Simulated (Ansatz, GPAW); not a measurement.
## A 2-layer slab of Ba(111): simulated STM images

Aim: Tersoff-Hamann images of a 2-layer slab of Ba(111) at several biases.

Main program and level: GPAW 26.7.0 and Ansatz 0.2.0; GPAW, PAW setups; slab in vacuum, in the first sound run; inputs show where later runs differ.

**1. Starting point**

The cell holds 2 atoms: 2 Ba. Cell: a = 7.099 Å, b = 7.099 Å, c = 19.449 Å, α = 90.0°, β = 90.0°, γ = 60.0°. Vacuum lies along c.

**2. Relaxation**

Forces are removed first; all later runs use this geometry. The lowest 1 atoms are held at bulk positions and keep their forces.

run.py reads:

```python
import json
import numpy as np
from ase import Atoms
from ase.constraints import FixAtoms
from ase.optimize import BFGS
from gpaw import GPAW, PW

slab = Atoms(
    ['Ba', 'Ba'],
    positions=[
        [7.09935, 4.09881, 9.00000],
        [0.00000, 0.00000, 10.44915]],
    cell=[[7.09935, 0.0, 0.0], [3.54968, 6.14822, 0.0], [0.0, 0.0, 19.44915]],
    pbc=[True, True, False])

slab.calc = GPAW(mode=PW(400), xc='PBE', kpts={'size': (5, 5, 1), 'gamma': True},
                 occupations={'name': 'fermi-dirac', 'width': 0.1}, nbands='160%',
                 convergence={'density': 0.0001}, maxiter=200,
                 poissonsolver={'dipolelayer': 'xy'},
                 symmetry={'tolerance': 1e-3, 'extra_ids': [1, 0]}, txt='slab.txt')
result = {}
slab.set_constraint(FixAtoms([0]))
path = []
opt = BFGS(slab, maxstep=0.2)
opt.attach(lambda: path.append((slab.get_potential_energy(), slab.positions.tolist(), slab.get_forces().tolist())))
result['relaxed'] = bool(opt.run(fmax=0.05, steps=30))
result['path'] = path
energy = slab.get_potential_energy()
fermi = slab.calc.get_fermi_level()
v = slab.calc.get_electrostatic_potential().mean((0, 1)) - fermi
n = slab.calc.get_pseudo_density().mean((0, 1))
L = slab.cell[2, 2]
z = np.arange(len(v)) * L / len(v)
low, high = slab.positions[:, 2].min(), slab.positions[:, 2].max()
below, above = np.interp([low - 6.8, high + 6.8], z, v)
slopes = [np.interp(x, z, np.gradient(v, z)) for x in (low - 6.8, high + 6.8)]
eps = np.array([[slab.calc.get_eigenvalues(k, s) for k in range(len(slab.calc.get_ibz_k_points()))]
                for s in range(slab.calc.get_number_of_spins())]) - fermi
top, bottom = eps[eps < 0].max(), eps[eps > 0].min()
dipole = slab.get_dipole_moment()[2]
print(f'energy {energy:.4f} eV, Fermi level {fermi:.4f} eV, dipole {dipole:.5f} e A')
print(f'potential 6.8 A off the faces, from the Fermi level: lower {below:.4f} eV, upper {above:.4f} eV')
print(f'slope of the potential there: lower {slopes[0]:.5f}, upper {slopes[1]:.5f} eV/A')
print(f'nearest levels on the mesh: {top:.4f} and {bottom:.4f} eV')
print('magnetic moment', round(slab.get_magnetic_moment(), 3))
result.update(energy=energy, fermi=fermi, dipole=dipole, below=below, above=above, slopes=slopes, edges=[top, bottom],
              z=z.tolist(), v=v.tolist(), n=n.tolist(), positions=slab.positions.tolist(),
              forces=slab.get_forces(apply_constraint=False).tolist(), moments=slab.get_magnetic_moments().tolist())
json.dump(result, open('result.json', 'w'))
```

The run is started by

```sh
$ OMP_NUM_THREADS=1 OPENBLAS_NUM_THREADS=1 python run.py
```

The program printed:

```text
Step          Energy          fmax
BFGS:    0       -1.313844        0.154613
BFGS:    1       -1.314186        0.156198
BFGS:    2       -1.344292        0.142676
BFGS:    3       -1.369817        0.108837
BFGS:    4       -1.386476        0.055157
BFGS:    5       -1.390843        0.012421
energy -1.2823 eV, Fermi level -1.1137 eV, dipole -0.00004 e A
potential 6.8 A off the faces, from the Fermi level: lower 2.3473 eV, upper 2.3475 eV
slope of the potential there: lower -0.00022, upper 0.00021 eV/A
nearest levels on the mesh: -0.0497 and 0.1112 eV
magnetic moment 0.0
```

Wall time 2 min (1 thread of Intel Xeon Platinum 8488C (Sapphire Rapids), shared host); peak memory 0.34 GiB.

The steps of the relaxation:

```csv
step,energy less that of the first step (eV),largest force (eV/Å)
1,0.0000,0.1546
2,-0.0004,0.1562
3,-0.0342,0.1427
4,-0.0655,0.1088
5,-0.0891,0.0552
6,-0.1007,0.0124
```

The atoms that moved most (Å):

```csv
atom,dx,dy,dz,length
Ba2,0.000,0.000,0.802,0.802
```

Final coordinates:

```xyz
2
Lattice="7.0994 0.0000 0.0000 3.5497 6.1482 0.0000 0.0000 0.0000 19.4491" Properties=species:S:1:pos:R:3
Ba    7.0994    4.0988    9.0000
Ba    0.0000    0.0000   11.2514
```

Numbers from this step:

```yaml
dipole_along_the_normal: -3.62e-5 e·Å
levels_nearest_the_fermi_level_on_the_mesh: -0.04966, 0.1112 eV from the Fermi level
upper_work_function: 2.347 eV
lower_work_function: 2.347 eV
```

Table of electrostatic potential energy of an electron (without an applied field's), less the Fermi level, planar mean by z:

```csv
z (Å),"electrostatic potential energy of an electron (without an applied field's), less the Fermi level, planar mean (eV)"
0.0,2.35
0.5,2.35
1.0,2.35
1.5,2.35
2.0,2.35
2.5,2.35
3.0,2.35
3.5,2.35
4.0,2.34
4.5,2.34
5.0,2.33
5.5,2.31
6.0,2.26
6.5,2.16
7.0,1.95
7.5,1.52
8.0,0.508
8.5,-2.54
9.0,-6.23
9.5,-2.74
10.0,-0.285
10.5,-1.03
11.0,-5.05
11.5,-4.98
12.0,-0.616
12.5,1.13
13.0,1.77
13.5,2.07
14.0,2.22
14.5,2.29
15.0,2.32
15.5,2.34
16.0,2.34
16.5,2.35
17.0,2.35
17.5,2.35
18.0,2.35
18.5,2.35
19.0,2.35
```

The pseudo valence density, planar mean oscillates, so the rows of the table below give means over windows of 0.86 Å about each position, cut where the curve ends. Its maxima inside the range that stand out by 2 % of the span (Å: e/Å³): 8.64: 0.123, 9.51: 0.124, 10.81: 0.128, 11.67: 0.122. Its minima: 9.08: 0.105, 10.16: 0.0611, 11.24: 0.102.

The pseudo valence density, planar mean by z; means over each step:

z (Å), pseudo valence density, planar mean (e/Å³) and a bar:
```
     3.01      0.000 
     3.87      0.000 
     4.73      0.000 
     5.59      0.001 
     6.45      0.002 #
     7.31      0.009 ##
     8.17      0.070 ##################
     9.03      0.115 ##############################
     9.89      0.085 ######################
    10.75      0.108 ############################
    11.61      0.107 ############################
    12.47      0.030 ########
    13.33      0.005 #
    14.19      0.001 
    15.05      0.000 
    15.91      0.000 
    16.77      0.000 
    17.63      0.000
```

The relaxation lowered the energy of the cell by 0.101 eV (energies extrapolated to zero smearing; the optimiser's log prints free energies). The largest force left on a free atom is 0.012 eV/Å.

**3. The slab's potential**

With the geometry fixed, the planar mean of the potential gives the vacuum level on each side.

Edit run.py of step 2 so:

```diff
@@ -3,4 +3,3 @@
 from ase import Atoms
-from ase.constraints import FixAtoms
-from ase.optimize import BFGS
+from ase.dft.stm import STM
 from gpaw import GPAW, PW
@@ -11,3 +10,3 @@
         [7.09935, 4.09881, 9.00000],
-        [0.00000, 0.00000, 10.44915]],
+        [-0.00000, 0.00000, 11.25136]],
     cell=[[7.09935, 0.0, 0.0], [3.54968, 6.14822, 0.0], [0.0, 0.0, 19.44915]],
@@ -17,12 +16,6 @@
                  occupations={'name': 'fermi-dirac', 'width': 0.1}, nbands='160%',
-                 convergence={'density': 0.0001}, maxiter=200,
+                 convergence={'density': 1e-05}, maxiter=200,
                  poissonsolver={'dipolelayer': 'xy'},
-                 symmetry={'tolerance': 1e-3, 'extra_ids': [1, 0]}, txt='slab.txt')
+                 symmetry={'tolerance': 1e-3}, txt='slab.txt')
 result = {}
-slab.set_constraint(FixAtoms([0]))
-path = []
-opt = BFGS(slab, maxstep=0.2)
-opt.attach(lambda: path.append((slab.get_potential_energy(), slab.positions.tolist(), slab.get_forces().tolist())))
-result['relaxed'] = bool(opt.run(fmax=0.05, steps=30))
-result['path'] = path
 energy = slab.get_potential_energy()
@@ -48,2 +41,16 @@
               forces=slab.get_forces(apply_constraint=False).tolist(), moments=slab.get_magnetic_moments().tolist())
+
+# Images need the states of the whole zone, up to time reversal
+slab.calc = slab.calc.fixed_density(symmetry={'point_group': False}, txt='states.txt', nbands='250%',
+                                    convergence={'bands': 'CBM+1.8'})
+stm = STM(slab)
+result['stm'] = []
+for bias in [-2.0, -1.0, 1.5]:
+    height = high + 4.0
+    current = stm.get_averaged_current(bias, height)
+    x, y, h = stm.scan(bias, current)
+    i, f = divmod(height / L * stm.ldos.shape[2], 1)
+    I = abs((1 - f) * stm.ldos[:, :, int(i)] + f * stm.ldos[:, :, int(i) + 1])
+    print(f'bias {bias} V: mean current at 4.0 A {current:.4e}, corrugation {np.ptp(h):.4f} A')
+    result['stm'].append(dict(bias=bias, current=current, h=(h - high).tolist(), I=I.tolist()))
 json.dump(result, open('result.json', 'w'))
```

The program printed:

```text
energy -1.2823 eV, Fermi level -1.1137 eV, dipole 0.00003 e A
potential 6.8 A off the faces, from the Fermi level: lower 2.3474 eV, upper 2.3473 eV
slope of the potential there: lower -0.00022, upper 0.00021 eV/A
nearest levels on the mesh: -0.0497 and 0.1112 eV
magnetic moment 0.0
bias -2.0 V: mean current at 4.0 A 1.5400e-04, corrugation 0.9267 A
bias -1.0 V: mean current at 4.0 A 1.2325e-04, corrugation 1.0199 A
bias 1.5 V: mean current at 4.0 A 1.6853e-03, corrugation 1.8586 A
```

Wall time 1.9 min (1 thread); peak memory 0.49 GiB.

Numbers from this step:

| Quantity | Value |
| --- | --- |
| dipole along the normal | 2.59e-5 e·Å |
| corrugation -2 | 0.9267 Å |
| corrugation -1 | 1.020 Å |
| corrugation 1.5 | 1.859 Å |

Electrostatic potential energy of an electron (without an applied field's), less the Fermi level, planar mean against z:

```csv
z (Å),"electrostatic potential energy of an electron (without an applied field's), less the Fermi level, planar mean (eV)"
0,2.35
1,2.35
2,2.35
3,2.35
4,2.34
5,2.33
6,2.26
7,1.95
8,0.508
9,-6.23
10,-0.285
11,-5.05
12,-0.616
13,1.77
14,2.22
15,2.32
16,2.34
17,2.35
18,2.35
19,2.35
```

Pseudo valence density, planar mean against z:

```csv
z (Å),"pseudo valence density, planar mean (e/Å³)"
0.00,3.2e-7
0.43,2.6e-7
1.08,0
1.51,4.2e-7
2.16,2.4e-6
2.59,5.0e-6
3.03,1.0e-5
3.67,2.9e-5
4.11,6.0e-5
4.75,1.7e-4
5.19,3.3e-4
5.62,6.5e-4
6.27,0.00167
6.70,0.00302
7.35,0.00811
7.78,0.0223
8.21,0.0738
8.86,0.108
9.29,0.124
9.94,0.0694
10.37,0.0759
11.02,0.119
11.45,0.113
11.89,0.100
12.53,0.0188
12.97,0.00724
13.61,0.00278
14.05,0.00153
14.48,8.1e-4
15.13,3.0e-4
15.56,1.5e-4
16.21,5.4e-5
16.64,2.7e-5
17.07,1.3e-5
17.72,4.5e-6
18.15,2.2e-6
18.80,3.6e-7
19.23,0
```

Tip height over the top atom over a1 and a2. Sample bias -2 V, constant current at the mean current 4.0 Å over the top atom.

Ten even steps from '_' (3.52 Å) to '@' (4.45 Å), each cell a mean:
```
@@@@@@@@@@@@%%%%####**++++==--::::......::::----==++****##%%%%@@@@@@@@
@@@@@@@@@@@@%%%%####****++==----::........::::----==++****##%%%%%%@@@@
@@@@@@@@@@@@%%%%%%##****++====--::::..........::----==++++**####%%%%%%
%%%%%%%%%%%%%%%%####****++====--::::....____....::::--====++****####%%
####%%%%%%%%%%######****++====--::::....________....::----==++++****##
****############******++++====--::::..______________....::----==++++**
++++****************++++====----::::....______________....::::----==++
======++++++++++++++++====------::::....__________________....::::----
------================--------::::::....____________________....::::::
::::::::------------------::::::::..........______________..........::
....::::::::::::::::::::::::::::......................................
::....................................::::::::::::::::::::::::::::::::
::::::::............____............::::::::--------------------------
------::::........__________........::::------========================
======----::::......__________......::::----====++++++++++++++++++++++
**++++====----::::....________....::::----====++++********######******
##****++++====----::......____....::::----==++++****##################
%%######****++====--::::............::----==++++****####%%%%%%%%%%%%%%
%%%%%%####****++++==--::::..........::----==++++**####%%%%%%%%@@@@@@@@
@@@@@@%%%%####**++++==----::::......::::--====++****##%%%%%%@@@@@@@@@@
@@@@@@@@%%%%####****++==----::::....::::----==++++**####%%%%@@@@@@@@@@
@@@@@@@@@@%%%%####**++++==----::::....::::----==++****##%%%%@@@@@@@@@@
```
Columns: a1 from 0 to 0.971; rows upwards: a2 from 0 to 0.971.

Local density of states summed over the bias window over a1 and a2. Sample bias -2 V, constant height 4.0 Å over the top atom.

Values in units of 1e-4 arbitrary, 12 rows by 16 columns, each cell a mean:
```
3.2 3.1 2.9 2.5 2.0 1.6 1.3 1.1 1.0 1.0 1.2 1.5 1.9 2.3 2.7 3.1
2.8 2.9 2.8 2.5 2.1 1.7 1.4 1.1 1.0 0.9 1.0 1.2 1.5 1.9 2.2 2.6
2.3 2.4 2.4 2.3 2.0 1.7 1.4 1.1 1.0 0.9 0.9 1.0 1.2 1.4 1.7 2.0
1.7 1.8 1.9 1.9 1.7 1.5 1.3 1.1 1.0 0.9 0.8 0.8 0.9 1.1 1.3 1.5
1.3 1.4 1.4 1.5 1.4 1.3 1.2 1.1 1.0 0.9 0.9 0.8 0.9 0.9 1.0 1.1
1.1 1.1 1.1 1.2 1.2 1.1 1.1 1.0 1.0 1.0 1.0 1.0 1.0 1.0 1.0 1.0
1.1 1.0 1.0 1.0 1.0 1.0 1.0 1.0 1.0 1.1 1.1 1.2 1.2 1.2 1.2 1.1
1.3 1.2 1.1 1.0 0.9 0.9 0.9 1.0 1.1 1.2 1.3 1.5 1.5 1.6 1.5 1.4
1.8 1.5 1.3 1.1 1.0 0.9 0.9 1.0 1.1 1.3 1.5 1.7 1.9 2.0 2.0 1.9
2.3 2.1 1.7 1.4 1.2 1.0 1.0 1.0 1.1 1.3 1.6 1.9 2.2 2.5 2.6 2.5
2.9 2.6 2.2 1.8 1.5 1.2 1.1 1.0 1.1 1.3 1.6 2.0 2.4 2.7 3.0 3.0
3.2 3.0 2.7 2.2 1.8 1.4 1.2 1.0 1.0 1.2 1.4 1.8 2.2 2.7 3.0 3.2
```
Columns: a1 from 0 to 0.971; rows upwards: a2 from 0 to 0.971.

Tip height over the top atom over a1 and a2. Sample bias -1 V, constant current at the mean current 4.0 Å over the top atom.

Values in Å, 12 rows by 16 columns, each cell a mean:
```
4.44 4.43 4.38 4.29 4.18 4.03 3.87 3.74 3.67 3.70 3.82 3.97 4.12 4.25 4.35 4.41
4.37 4.38 4.35 4.29 4.20 4.06 3.91 3.76 3.63 3.60 3.66 3.80 3.96 4.11 4.23 4.31
4.24 4.27 4.27 4.24 4.17 4.05 3.91 3.76 3.62 3.53 3.52 3.62 3.76 3.91 4.05 4.16
4.06 4.12 4.14 4.13 4.08 4.00 3.88 3.75 3.62 3.51 3.45 3.48 3.58 3.71 3.84 3.96
3.86 3.93 3.96 3.98 3.96 3.90 3.83 3.74 3.63 3.55 3.48 3.47 3.51 3.58 3.67 3.77
3.72 3.76 3.79 3.81 3.81 3.79 3.76 3.71 3.67 3.63 3.61 3.60 3.60 3.61 3.64 3.68
3.73 3.71 3.69 3.68 3.68 3.68 3.68 3.70 3.72 3.74 3.76 3.78 3.79 3.79 3.77 3.76
3.88 3.82 3.74 3.68 3.63 3.62 3.64 3.69 3.76 3.83 3.90 3.95 3.99 3.99 3.98 3.94
4.08 4.00 3.90 3.79 3.69 3.63 3.63 3.69 3.79 3.89 4.00 4.08 4.14 4.17 4.17 4.14
4.26 4.18 4.08 3.96 3.83 3.72 3.66 3.69 3.79 3.91 4.04 4.15 4.24 4.29 4.31 4.30
4.38 4.32 4.23 4.11 3.98 3.84 3.73 3.70 3.76 3.88 4.02 4.16 4.26 4.34 4.39 4.41
4.44 4.41 4.33 4.23 4.10 3.95 3.81 3.72 3.72 3.80 3.94 4.10 4.23 4.33 4.41 4.44
```
Columns: a1 from 0 to 0.971; rows upwards: a2 from 0 to 0.971.

Local density of states summed over the bias window over a1 and a2. Sample bias -1 V, constant height 4.0 Å over the top atom.

Ten even steps from '_' (0.63 × 1e-4 arbitrary) to '@' (2.59 × 1e-4 arbitrary), each cell a mean:
```
@@@@@@@@%%%%##**++++==--::::........____......::::--====++**##%%%%@@@@
@@@@@@@@%%%%####**++==----::::....________......::::--====++**####%%%%
%%%%%%%%%%%%####**++====--::::....____________......::----==++++**####
##############****++====--::::....________________....::::--====++****
++**************++++====--::::....__________________......::----====++
====++++++++++++======----::::....______________________....::::----==
----================----::::::....________________________......::::--
::::::----------------::::::......____________________________......::
....::::::::::::::::::::::........________________________________....
..............::::::................________________________________..
....................................__________________________________
......................................................................
............____________________......................................
::............__________________............::::::::::::::::::::::::::
::::::::........________________..........::::::----------------------
==------::::........____________........::::::----==========++========
++====----::::::........________........::::----====++++++++******++++
****++++====--::::........______........::::----====++******##########
####****++++==----::::..................::::----==++++****####%%%%%%%%
%%%%%%##****++==----::::..................::::--====++**####%%%%@@@@@@
@@@@@@%%####**++==----::::................::::----==++****##%%%%@@@@@@
@@@@@@@@%%####**++==----::::................::::--====++**##%%%%@@@@@@
```
Columns: a1 from 0 to 0.971; rows upwards: a2 from 0 to 0.971.

Tip height over the top atom over a1 and a2. Sample bias 1.5 V, constant current at the mean current 4.0 Å over the top atom.

Ten even steps from '0' (2.87 Å) to '9' (4.73 Å), each cell a mean:
```
99999998877655432222233456678889999
99999998877665433222223445667888999
99999998887765543221122334566778889
89999988877765543221111223455677788
88888888877665543321111122344566777
77777777777665543321110011223445566
66677777666655443221100001112334455
45556666655554433221110000011223344
34444555554444333221111111111112233
23333334443333322222111111111111222
22222222222222222222222222222222222
22221111111111112222223333333333322
33221111000000111222333444444444443
44332211000000011223344455555555554
55443321100000001223445556666666666
66655433210000001223445666777777777
77766544321100001223455667778888888
88877665433211111223455677788888888
99888776554322111223455677888999999
99998877655432211223445667888999999
99999887766543322222345567788999999
99999988776554322222334566788899999
```
Columns: a1 from 0 to 0.971; rows upwards: a2 from 0 to 0.971.

(Continued in part 2 of 2.)

[Logs are printed without paths, hosts, clocks, repeated set-up lines and the standing remarks that a program may print on its own settings, such as how far it seeks lower states.]

[Hosts, paths, dates, database ids (printed as entryN), source tags and the programs' standing remarks are cut or masked in the printed files.]
